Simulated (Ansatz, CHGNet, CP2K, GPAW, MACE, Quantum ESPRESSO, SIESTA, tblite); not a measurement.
**CP2K runs on phosphorene, 3 layers, N on P sites (72 atoms)**

Aim: run phosphorene, 3 layers, N on P sites (72 atoms) in CP2K and see how near its forces come to a plane-wave reference, and at what cost.

Program: CP2K 2026.2. Level of theory: the method is named at each step. Results are calculated unless marked as measured.

### 1. The structure

The cell holds 72 atoms: 48 P and 24 N. Its edges and angles: a = 10.340 Å, b = 9.102 Å, c = 29.176 Å, α = 90.0°, β = 90.0°, γ = 90.0°. It derives from P (phosphorene). 3 layers of phosphorene (a = 3.314 Å), 3 x 2 cells, biaxial strain +4 %, every second layer slid by 0.500 of a1; facing planes 3.38, 3.4 Å apart; 16 Å of vacuum; 24 of 72 P replaced by N at random; displaced by a Gaussian of 0.02 Å. Then every atom was moved at random, 0.02 Å r.m.s. a Cartesian component. Regions: layer 1, 24 atoms (18 P and 6 N); layer 2, 24 atoms (9 N and 15 P); layer 3, 24 atoms (9 N and 15 P). Vacuum lies along c.

The yardstick, on the same geometry:

- method: Kohn-Sham DFT, PBE, PAW, plane waves (Ansatz 0.2.0); cutoff 420 eV, Γ point, fermi-dirac smearing of 0.05 eV; PAW set soft_2
- r.m.s. force component: 1.578 eV/Å
- longest force: 3.85 eV/Å
- spacing of highest filled and lowest empty level: 0.3862 eV
- SCF cycles: 15
- time: 29 s on 4 threads of Arm Neoverse V1, shared host
- CPU time: 1.9 min

### 2. PBE, TZVP-UZH, 600/50 Ry, diagonalisation

Method: Kohn-Sham DFT, PBE, GTH-PBE pseudopotentials, Gaussian and plane waves, TZVP-MOLOPT (UZH set), diagonalisation.

Input file input.inp:

```
&GLOBAL
  PROJECT cell
  RUN_TYPE ENERGY_FORCE
  PRINT_LEVEL LOW
&END GLOBAL
&FORCE_EVAL
  METHOD QS
  &DFT
    BASIS_SET_FILE_NAME BASIS_MOLOPT_UZH
    POTENTIAL_FILE_NAME POTENTIAL_UZH
    &MGRID
      CUTOFF 600
      REL_CUTOFF 50
      NGRIDS 5
    &END MGRID
    &QS
      EPS_DEFAULT 1.0E-12
    &END QS
    &SCF
      SCF_GUESS ATOMIC
      EPS_SCF 5.0E-06
      MAX_SCF 200
      ADDED_MOS 36
      &DIAGONALIZATION
        ALGORITHM STANDARD
      &END DIAGONALIZATION
      &SMEAR ON
        METHOD FERMI_DIRAC
        ELECTRONIC_TEMPERATURE [K] 580
      &END SMEAR
      &MIXING
        METHOD BROYDEN_MIXING
        ALPHA 0.2
        NBROYDEN 12
        BETA 0.05
      &END MIXING
      &PRINT
        &RESTART OFF
        &END RESTART
      &END PRINT
    &END SCF
    &XC
      &XC_FUNCTIONAL PBE
      &END XC_FUNCTIONAL
    &END XC
    &PRINT
      &MULLIKEN ON
      &END MULLIKEN
      &HIRSHFELD ON
        SHAPE_FUNCTION DENSITY
      &END HIRSHFELD
      &MO ON
        EIGENVALUES T
        OCCUPATION_NUMBERS T
        MO_INDEX_RANGE 169 192
        &EACH
          QS_SCF 0
        &END EACH
        ADD_LAST NUMERIC
      &END MO
    &END PRINT
  &END DFT
  &SUBSYS
    &CELL
      A 10.33970 0.00000 0.00000
      B 0.00000 9.10210 0.00000
      C 0.00000 0.00000 29.17600
    &END CELL
    &COORD
      SCALED
      P 0.99481 0.04209 0.34796
      P 0.00049 0.95781 0.27441
      N 0.17120 0.20782 0.34874
      P 0.16800 0.29084 0.27188
      P 0.99838 0.53694 0.34699
      P 0.99876 0.45609 0.27314
      P 0.16999 0.70774 0.34744
      P 0.17123 0.79421 0.27364
      P 0.33417 0.03473 0.34767
      P 0.33423 0.95896 0.27314
      P 0.50178 0.21276 0.34863
      P 0.50288 0.29094 0.27336
      P 0.33441 0.54758 0.34716
      N 0.33878 0.46724 0.27498
      N 0.49867 0.71064 0.34718
      P 0.49888 0.79477 0.27484
      P 0.66669 0.04052 0.34773
      P 0.66236 0.96222 0.27232
      N 0.83688 0.21246 0.34761
      P 0.83854 0.29079 0.27275
      P 0.66844 0.54077 0.34687
      N 0.66314 0.46123 0.27458
      N 0.82824 0.71212 0.34570
      P 0.83251 0.78872 0.27383
      N 0.16401 0.04048 0.53558
      N 0.17114 0.95408 0.46411
      P 0.33019 0.20852 0.53856
      N 0.33299 0.29515 0.46330
      P 0.16325 0.53702 0.53803
      P 0.16717 0.46241 0.46296
      P 0.33604 0.70989 0.53785
      P 0.32894 0.78636 0.46349
      N 0.49807 0.03948 0.53646
      P 0.49862 0.95910 0.46128
      P 0.66437 0.21202 0.53632
      P 0.66843 0.28991 0.46220
      P 0.50181 0.54072 0.53759
      P 0.50187 0.45655 0.46409
      N 0.66684 0.70423 0.53479
      P 0.66844 0.79011 0.46291
      N 0.83276 0.03715 0.53682
      P 0.83126 0.96008 0.46269
      P 0.99941 0.21092 0.53732
      P 0.00162 0.28946 0.46289
      N 0.83440 0.54319 0.53806
      N 0.83410 0.46054 0.46256
      P 0.99888 0.71250 0.53641
      N 0.99532 0.79102 0.46493
      N 0.99511 0.03888 0.72518
      P 0.00109 0.96161 0.65350
      N 0.16915 0.20988 0.72572
      P 0.16605 0.29444 0.65135
      P 0.00133 0.54319 0.72644
      P 0.00353 0.46526 0.65417
      N 0.16849 0.71381 0.72655
      P 0.16890 0.78808 0.65257
[... 12 atom lines left out ...]
      P 0.66494 0.54009 0.72563
      N 0.66646 0.45775 0.65445
      P 0.83297 0.71243 0.72531
      N 0.83253 0.79226 0.65363
    &END COORD
    &KIND P
      BASIS_SET TZVP-MOLOPT-PBE-GTH-q5
      POTENTIAL GTH-PBE-q5
    &END KIND
    &KIND N
      BASIS_SET TZVP-MOLOPT-PBE-GTH-q5
      POTENTIAL GTH-PBE-q5
    &END KIND
  &END SUBSYS
  &PRINT
    &FORCES ON
    &END FORCES
  &END PRINT
&END FORCE_EVAL
```

Command:

```bash
> OMP_NUM_THREADS=2 cp2k.psmp -i input.inp > output.txt
```

Numbers of over 12 decimals in the logs are rounded to 6 here.

The program printed:

```text
CP2K| version string:                                       CP2K version 2026.2
 CP2K| Input file name                                                 input.inp
 GLOBAL| Basis set file name                                    BASIS_MOLOPT_UZH
 GLOBAL| Potential file name                                       POTENTIAL_UZH
 GLOBAL| Run type                                                   ENERGY_FORCE
 GLOBAL| Total number of message passing processes                             1
 GLOBAL| Number of threads for this process                                    2
 TOTAL NUMBERS AND MAXIMUM NUMBERS
  Total number of            - Atomic kinds:                                   2
                             - Atoms:                                         72
                             - Shell sets:                                    72
                             - Shells:                                       504
                             - Primitive Cartesian functions:                312
                             - Cartesian basis functions:                   1296
                             - Spherical basis functions:                   1224
  Maximum angular momentum of- Orbital basis functions:                        2
                             - Local part of the GTH pseudopotential:          2
                             - Non-local part of the GTH pseudopotential:      2
 SCF PARAMETERS         Density guess:                                    ATOMIC
                        max_scf:                                             200
                        eps_scf:                                        5.00E-06
                        added MOs                                        36    0
                        Mixing method:                            BROYDEN_MIXING
                                                charge density mixing in g-space
                        Smear method:                                FERMI_DIRAC
                        Electronic temperature [K]:                        580.0
                        Electronic temperature [a.u.]:                  1.84E-03
                        Accuracy threshold:                             1.00E-10
 Extrapolation method: initial_guess
 Number of electrons:                                                        360
 Number of occupied orbitals:                                                180
 Number of molecular orbitals:                                               216
 Number of orbital functions:                                               1224
 Number of independent orbital functions:                                   1224
 SCF WAVEFUNCTION OPTIMIZATION
  Step     Update method      Time    Convergence         Total energy    Change
     1 NoMix/Diag. 0.20E+00    7.6     0.65282712      -549.9964314119 -5.50E+02
     2 Broy./Diag. 0.20E+00    9.3     0.79905016      -537.9203059733  1.21E+01
     3 Broy./Diag. 0.20E+00    9.5     0.69238377      -565.2136841297 -2.73E+01
     4 Broy./Diag. 0.20E+00    9.4     0.68592027      -555.1956549658  1.00E+01
[...]
28 Broy./Diag. 0.20E+00   10.2     0.00000559      -551.6963766524 -7.66E-06
    29 Broy./Diag. 0.20E+00   10.2     0.00000350      -551.6963846455 -7.99E-06
  *** SCF run converged in    29 steps ***
  Electronic density on regular grids:       -360.0000000000        0.0000000000
  Core density on regular grids:              359.9999999996       -0.0000000004
  Total charge density on r-space grids:       -0.0000000004
  Total charge density g-space grids:          -0.0000000004
  Overlap energy of the core charge distribution:               2.7947e-10
  Self energy of the core charge distribution:              -1383.349667
  Core Hamiltonian energy:                                    322.713485
  Hartree energy:                                             642.143982
  Exchange-correlation energy:                               -133.203478
  Electronic entropic energy:                                  -0.000705797
  Fermi energy:                                                -0.040972
  Total energy:                                              -551.696385
  Total energy (extrapolated to T->0):                       -551.696032
 MO| EIGENVALUES AND OCCUPATION NUMBERS
 MO|
 MO|  Index      Eigenvalue [a.u.]        Eigenvalue [eV]             Occupation
 MO|    169              -0.076314              -2.076619               2.000000
 MO|    170              -0.075918              -2.065843               2.000000
 MO|    171              -0.075172              -2.045532               2.000000
[...]
MO|    191              -0.008611              -0.234321               0.000000
 MO|    192              -0.004050              -0.110213               0.000000
 MO| Sum:                                                             360.000000
 MO| E(Fermi):           -0.040972 a.u.         -1.114899 eV
 !-----------------------------------------------------------------------------!
                     Mulliken Population Analysis
 #  Atom  Element  Kind  Atomic population                           Net charge
       1     P        1          4.604058                              0.395942
       2     P        1          5.074230                             -0.074230
       3     N        2          5.501505                             -0.501505
[...]
71     P        1          4.832686                              0.167314
      72     N        2          5.482393                             -0.482393
 # Total charge                            360.000000                  0.000000
 !-----------------------------------------------------------------------------!
 !-----------------------------------------------------------------------------!
                           Hirshfeld Charges
  #Atom  Element  Kind  Ref Charge     Population                    Net charge
      1       P      1       5.000          4.853                         0.147
      2       P      1       5.000          5.030                        -0.030
      3       N      2       5.000          5.204                        -0.204
[...]
71       P      1       5.000          4.929                         0.071
     72       N      2       5.000          5.175                        -0.175
  Total Charge                                                           -0.000
 !-----------------------------------------------------------------------------!
 ENERGY| Total FORCE_EVAL ( QS ) energy [hartree]           -551.696364
 FORCES| Atomic forces [hartree/bohr]
 FORCES|   Atom     x               y               z               |f|
 FORCES|      1  2.79064909E-03  5.07441692E-02 -4.06204793E-03   5.09829252E-02
 FORCES|      2 -4.37132317E-03 -2.65222601E-03  9.48428304E-03   1.07747109E-02
 FORCES|      3 -4.17252849E-03 -3.86015538E-02 -5.33354593E-02   6.59709115E-02
[...]
FORCES|     71 -1.06726069E-03 -3.08936710E-03 -4.83071516E-02   4.84176014E-02
 FORCES|     72  1.27026234E-03  4.10636667E-02  5.02973225E-02   6.49435058E-02
 FORCES| Sum    -2.50936210E-05 -9.19724173E-05  3.06046178E-04
 FORCES| Total atomic force                                       3.20550898E-04
```

The job ended after 5.2 min (2 threads of Arm Neoverse V1, shared host; peak memory 7.3 GiB).

Banners, paths, timers and routine set-up lines are dropped from the logs unmarked, and long logs keep their key lines alone; longer cuts are marked.

Against the reference:

| Item | Value |
| --- | --- |
| r.m.s. force component | 1.547 eV/Å |
| r.m.s. difference of force components | 49.79 meV/Å |
| longest difference of force vectors | 157.7 meV/Å |
| force difference over r.m.s. force | 3.155 % |
| slope of forces against the reference's | 0.9798 |
| correlation of force components | 0.9997 |

Length of the force difference by element (eV/Å):

| element | atoms | mean | most |
| --- | --- | --- | --- |
| N | 24 | 0.059 | 0.078 |
| P | 48 | 0.093 | 0.16 |

A closer look about N55, which bears the longest force: 12 atoms, nearest first, numbered in the order of the input, with positions taken from that point.

| atom | x | y | z | distance (Å) | Hirshfeld charge (e) | Fx | Fy | Fz (eV/Å) |
| --- | --- | --- | --- | --- | --- | --- | --- | --- |
| N55 | 0.00 | 0.00 | 0.00 | 0.00 | -0.20 | 0.30 | -2.38 | -2.97 |
| P56 | 0.00 | 0.68 | -2.16 | 2.26 | 0.08 | -0.28 | 0.32 | 2.61 |
| P61 | 1.68 | -1.57 | -0.05 | 2.30 | 0.24 | 0.20 | 1.93 | -2.05 |
| P53 | -1.73 | -1.55 | 0.00 | 2.32 | 0.09 | 0.85 | 1.49 | 0.13 |
| P57 | 1.75 | 2.96 | -0.02 | 3.44 | 0.17 | -0.28 | 2.73 | -0.31 |
| N63 | 3.45 | -0.08 | 0.00 | 3.45 | -0.22 | -0.24 | -2.15 | -2.71 |
| N49 | -1.79 | 2.96 | -0.04 | 3.46 | -0.10 | -0.03 | 1.58 | -2.67 |
| P71 | -3.47 | -0.01 | -0.04 | 3.47 | 0.07 | -0.05 | -0.16 | -2.48 |
| P54 | -1.71 | -2.26 | -2.11 | 3.53 | 0.00 | -0.21 | -0.64 | -0.02 |
| P50 | -1.73 | 2.26 | -2.13 | 3.55 | 0.12 | -1.15 | -0.73 | 2.53 |
| P58 | 1.73 | 2.23 | -2.17 | 3.56 | -0.02 | -0.12 | -0.28 | 0.59 |
| N62 | 1.72 | -2.33 | -2.17 | 3.62 | -0.22 | 0.01 | -1.82 | 2.56 |

Forces lie 3.2 % from the reference's, at 4.6 times its CPU time (on 2 against 4 cores).

### 3. PBE, DZVP-UZH, 600/50 Ry, diagonalisation

Method: Kohn-Sham DFT, PBE, GTH-PBE pseudopotentials, Gaussian and plane waves, DZVP-MOLOPT (UZH set), diagonalisation.

input.inp: that of step 2 with these lines changed.

```diff
@@ -68,8 +68,8 @@
     &END CELL
-    &COORD
-      SCALED
-[... 72 atom lines left out: the same atoms as in the first run ...]
-    &END COORD
+    &TOPOLOGY
+      COORD_FILE_NAME structure.xyz
+      COORD_FILE_FORMAT XYZ
+    &END TOPOLOGY
     &KIND P
-      BASIS_SET TZVP-MOLOPT-PBE-GTH-q5
+      BASIS_SET DZVP-MOLOPT-PBE-GTH-q5
       POTENTIAL GTH-PBE-q5
@@ -77,3 +77,3 @@
     &KIND N
-      BASIS_SET TZVP-MOLOPT-PBE-GTH-q5
+      BASIS_SET DZVP-MOLOPT-PBE-GTH-q5
       POTENTIAL GTH-PBE-q5
```

Input file structure.xyz:

```xyz
72

P 10.28604 0.38311 10.15208
P 0.00507 8.71808 8.00619
N 1.77016 1.89160 10.17484
P 1.73707 2.64725 7.93237
P 10.32295 4.88728 10.12378
P 10.32688 4.15138 7.96913
P 1.75765 6.44192 10.13691
P 1.77047 7.22898 7.98372
P 3.45522 0.31612 10.14362
P 3.45584 8.72855 7.96913
P 5.18825 1.93656 10.17163
P 5.19963 2.64816 7.97555
P 3.45770 4.98413 10.12874
N 3.50288 4.25287 8.02282
N 5.15610 6.46832 10.12932
P 5.15827 7.23408 8.01873
P 6.89337 0.36882 10.14537
P 6.84860 8.75822 7.94521
N 8.65309 1.93383 10.14187
P 8.67025 2.64680 7.95775
[... 48 atom lines left out ...]
P 6.87528 4.91595 21.17098
N 6.89100 4.16649 19.09423
P 8.61266 6.48461 21.16164
N 8.60811 7.21123 19.07031
```

The program printed:

```text
CP2K| version string:                                       CP2K version 2026.2
 CP2K| Input file name                                                 input.inp
 GLOBAL| Basis set file name                                    BASIS_MOLOPT_UZH
 GLOBAL| Potential file name                                       POTENTIAL_UZH
 GLOBAL| Run type                                                   ENERGY_FORCE
 GLOBAL| Total number of message passing processes                             1
 GLOBAL| Number of threads for this process                                    2
[... lines left out ...]
                        Smear method:                                FERMI_DIRAC
[... lines left out ...]
 Number of electrons:                                                        360
[... lines left out ...]
  Step     Update method      Time    Convergence         Total energy    Change
[... lines left out ...]
  *** SCF run converged in    34 steps ***
[... lines left out ...]
  Fermi energy:                                                -0.041235
  Total energy:                                              -551.648697
  Total energy (extrapolated to T->0):                       -551.648334
[... lines left out ...]
 MO| E(Fermi):           -0.041235 a.u.         -1.122055 eV
[... lines left out ...]
                           Hirshfeld Charges
  #Atom  Element  Kind  Ref Charge     Population                    Net charge
      1       P      1       5.000          4.852                         0.148
      2       P      1       5.000          5.029                        -0.029
      3       N      2       5.000          5.208                        -0.208
[...]
71       P      1       5.000          4.927                         0.073
     72       N      2       5.000          5.177                        -0.177
  Total Charge                                                           -0.000
 !-----------------------------------------------------------------------------!
 ENERGY| Total FORCE_EVAL ( QS ) energy [hartree]           -551.648700
 FORCES| Atomic forces [hartree/bohr]
 FORCES|   Atom     x               y               z               |f|
 FORCES|      1  2.87130746E-03  5.05623141E-02 -3.44920406E-03   5.07610976E-02
 FORCES|      2 -4.47302421E-03 -2.37869778E-03  9.39836549E-03   1.06768639E-02
 FORCES|      3 -4.25365218E-03 -3.84061777E-02 -5.33977774E-02   6.59124470E-02
[...]
FORCES|     71 -1.13504637E-03 -2.98276638E-03 -4.79199008E-02   4.80260566E-02
 FORCES|     72  1.38006070E-03  4.08916383E-02  5.01171244E-02   6.46974250E-02
 FORCES| Sum    -1.99794222E-05 -7.70543649E-05  2.81566778E-04
 FORCES| Total atomic force                                       2.92602808E-04
```

It took 5.8 min on 2 threads; peak memory 7.3 GiB.

Compared with the plane-wave run:

* r.m.s. force component: 1.542 eV/Å
* r.m.s. difference of force components: 60.11 meV/Å
* longest difference of force vectors: 189.8 meV/Å
* force difference over r.m.s. force: 3.809 %
* slope of forces against the reference's: 0.9767
* correlation of force components: 0.9995

Against the first run (3.2 %), the force difference from the reference is 3.8 %, at 1.1 times the CPU time, with 936 basis functions against 1224: the smaller basis costs accuracy.

### 4. Side by side

Differences are against the plane-wave reference, forces as r.m.s. over components; share is that over the reference's r.m.s. force, slope the least-squares factor from reference forces to these. Total energies of different programs have different zeros and aren't compared.

| run | Δ force, r.m.s. (meV/Å) | share (%) | slope | cores | CPU time | memory (GiB) |
| --- | --- | --- | --- | --- | --- | --- |
| reference | - | - | - | 4 | 1.9 min | 2.3 |
| CP2K PBE, TZVP-UZH, 600/50 Ry, diagonalisation | 49.8 | 3.16 | 0.980 | 2 | 8.7 min | 7.3 |
| CP2K PBE, DZVP-UZH, 600/50 Ry, diagonalisation | 60.1 | 3.81 | 0.977 | 2 | 9.7 min | 7.3 |

CPU time is summed over cores on a shared host, where runs went side by side, so it is rough. Symmetry, cutoffs, thresholds, outputs and thread counts weren't matched or tuned between programs; memory under MPI is the largest rank's times the ranks.

Mean charges by element (e), by run and scheme:

| run | scheme | P | N |
| --- | --- | --- | --- |
| reference | Löwdin | +0.28 | -0.42 |
| CP2K PBE, TZVP-UZH, 600/50 Ry, diagonalisation | Mulliken | +0.22 | -0.44 |
| CP2K PBE, TZVP-UZH, 600/50 Ry, diagonalisation | Hirshfeld | +0.09 | -0.18 |
| CP2K PBE, DZVP-UZH, 600/50 Ry, diagonalisation | Mulliken | +0.23 | -0.46 |
| CP2K PBE, DZVP-UZH, 600/50 Ry, diagonalisation | Hirshfeld | +0.09 | -0.18 |

The reference's Löwdin charges lack the electrons that the projection spills, 0.048 e an atom on average.

### 5. Outcome

```yaml
nearest_in_forces: CP2K PBE, TZVP-UZH, 600/50 Ry, diagonalisation, 3.2 %
its_cpu_time: 8.7 min
```

In words: The PBE runs in local orbitals differ by 3.2 % (CP2K PBE, TZVP-UZH, 600/50 Ry, diagonalisation) to 3.8 % (CP2K PBE, DZVP-UZH, 600/50 Ry, diagonalisation); basis, grid and potentials can all enter. None of the electronic-structure runs in the table takes under half the reference's CPU time of 1.9 min; they take 4.6 to 5.2 times as much. Charges hang on scheme and program or settings: among these rows the mean for N runs from -0.46 to -0.18 e. The electronic-structure runs sample only Γ, in a cell whose shortest periodic width is 9 Å.

[Also dropped from logs without a mark: logging warnings of Python, and SIESTA's first energy breakdown and zero terms.]

[Logs are printed without paths, hosts, clocks, repeated set-up lines and the standing remarks that a program may print on its own settings, such as how far it seeks lower states.]

[Hosts, paths, dates, database ids (printed as entryN), source tags and the programs' standing remarks are cut or masked in the printed files.]
